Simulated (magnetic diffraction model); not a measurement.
## Solving a magnetic structure from powder neutron data: Cs3HoTe3

Space group P2_13 (no. 198), a = 10.6860 Å.

```csv
site,atom,x,y,z
4a,Ho,0.4708,0.9708,0.5292
4a,Cs,0.3207,0.3207,0.3207
4a,Cs,0.1872,0.3128,0.6872
4a,Cs,0.0706,0.9294,0.4294
12b,Te,0.4913,0.2066,0.6037
```

The compound is invented for this exercise: a known structure type with other elements, its cell scaled to their sizes and not relaxed.

Only Ho is taken to order (form factors of Ho3+); orders and moment sizes are assumed, and not adapted to the symmetry. Radiation: neutrons of λ = 2.41 Å, 1.5° to 50°; isotropic B of 0.48 Å² (Ho), 0.52 Å² (Cs) and 0.45 Å² (Te). Simulated constant-wavelength pattern: nuclear and magnetic terms add, the magnetic one as |2.695 fm × Σ f S⊥ exp(2πi Q·r) exp(−B s²)|², summed over all Q at one angle with the factor 1/(sin²θ cos θ). For a modulated order the moment at position r is S exp(−2πi k·r) + c.c., with S = m/2 for a sine wave of amplitude m and S = m(u + iv)/2 for moments turning in a plane, u and v being orthogonal unit vectors in it; the phase factor of the sum at Q = H + k is then exp(2πi H·r). Free-ion form factors, Sears's scattering lengths of 1992, no absorption; a label names one of the reflections at its angle. The strongest nuclear line in the range is 100, and lines under 0.2 are left out.

Above the ordering temperature:

```tsv
2θ (°)	index	I
18.35	(1 1 0)	1.4
22.53	(1 1 1)	18.2
26.07	(2 0 0)	6.9
29.21	(2 1 0)	4.9
32.07	(2 1 1)	2.2
37.20	(2 2 0)	16.8
39.55	(2 2 1)	3.2
41.78	(3 1 0)	100.0
43.92	(3 1 1)	2.9
45.99	(2 2 2)	0.6
47.98	(3 2 0)	7.5
49.91	(3 2 1)	57.4
```

Below it (cell unchanged):

```tsv
2θ (°)	I
13.16	69.0
16.75	20.5
18.35	1.4
18.50	1.7
20.11	14.1
21.23	1.2
22.53	18.2
23.66	0.7
23.99	0.9
26.07	6.9
27.06	8.7
28.21	1.8
28.49	0.5
29.21	4.9
29.31	14.7
30.11	0.5
30.37	1.4
31.15	18.7
31.41	6.1
32.07	2.2
33.14	15.7
34.10	0.4
35.49	1.3
37.20	16.8
37.28	0.2
37.93	7.1
38.78	1.3
39.00	1.1
39.41	2.6
39.55	3.2
39.62	6.3
40.45	1.1
41.05	2.5
41.26	5.8
41.65	1.9
41.78	100.0
```
(The table stops after 36 lines; 19 more lie at higher angle.)

**Question.** Check that the new lines index with k = (0 0.182 0), then choose among these models:
A. moments turning in the plane of [100] and [010], 6.4 μB on Ho; signs + at (0.4708, 0.9708, 0.5292), − at (0.9708, 0.5292, 0.4708), − at (0.0292, 0.0292, 0.0292), + at (0.5292, 0.4708, 0.9708)
B. a sine wave with moments along [100] (amplitudes given), 6.4 μB on Ho; signs + at (0.4708, 0.9708, 0.5292), − at (0.9708, 0.5292, 0.4708), − at (0.0292, 0.0292, 0.0292), + at (0.5292, 0.4708, 0.9708)
C. moments turning in the plane of [001] and [100], 6.4 μB on Ho; signs + at (0.4708, 0.9708, 0.5292), − at (0.9708, 0.5292, 0.4708), − at (0.0292, 0.0292, 0.0292), + at (0.5292, 0.4708, 0.9708)
D. moments turning in the plane of [010] and [001], 6.4 μB on Ho; signs + at (0.4708, 0.9708, 0.5292), − at (0.9708, 0.5292, 0.4708), − at (0.0292, 0.0292, 0.0292), + at (0.5292, 0.4708, 0.9708)

The new lines index as (1 0.182 0) at 13.16°, (0 0.818 1) at 16.75°, (1 0.182 1) at 18.50° and (0 1.182 1) at 20.11°, that is as H ± k with k = (0 0.182 0), one of 3 inequivalent arms of its star (k and −k counted as one), which a powder can't tell apart. Satellites come in pairs about each point of the reciprocal lattice.

Magnetic intensity, observed (below minus above) and for each model:

| 2θ (°) | index | observed | A | B | C | D |
| --- | --- | --- | --- | --- | --- | --- |
| 13.16 | (1 0.182 0) | 69.0 | 36.8 | 2.3 | 36.8 | 69.0 |
| 16.75 | (0 0.818 1) | 20.5 | 32.7 | 20.4 | 28.7 | 20.5 |
| 20.11 | (0 1.182 1) | 14.1 | 20.0 | 14.1 | 22.3 | 14.1 |
| 27.06 | (1 1.818 0) | 8.7 | 7.2 | 5.5 | 12.6 | 8.7 |
| 29.31 | (2 0.182 1) | 14.7 | 21.4 | 9.4 | 12.2 | 14.7 |
| 31.15 | (2 0.818 1) | 18.7 | 14.2 | 4.2 | 12.8 | 18.7 |
| 33.14 | (2 1.182 1) | 15.7 | 12.2 | 4.4 | 12.2 | 15.7 |
| 39.62 | (3 0.182 0) | 6.3 | 4.7 | 1.0 | 3.7 | 6.3 |

Model D matches.

The structure used: k = (0 0.182 0), moments turning in the plane of [010] and [001], 6.4 μB on Ho; signs + at (0.4708, 0.9708, 0.5292), − at (0.9708, 0.5292, 0.4708), − at (0.0292, 0.0292, 0.0292), + at (0.5292, 0.4708, 0.9708).

[Logs are printed without paths, hosts, clocks, repeated set-up lines and the standing remarks that a program may print on its own settings, such as how far it seeks lower states.]
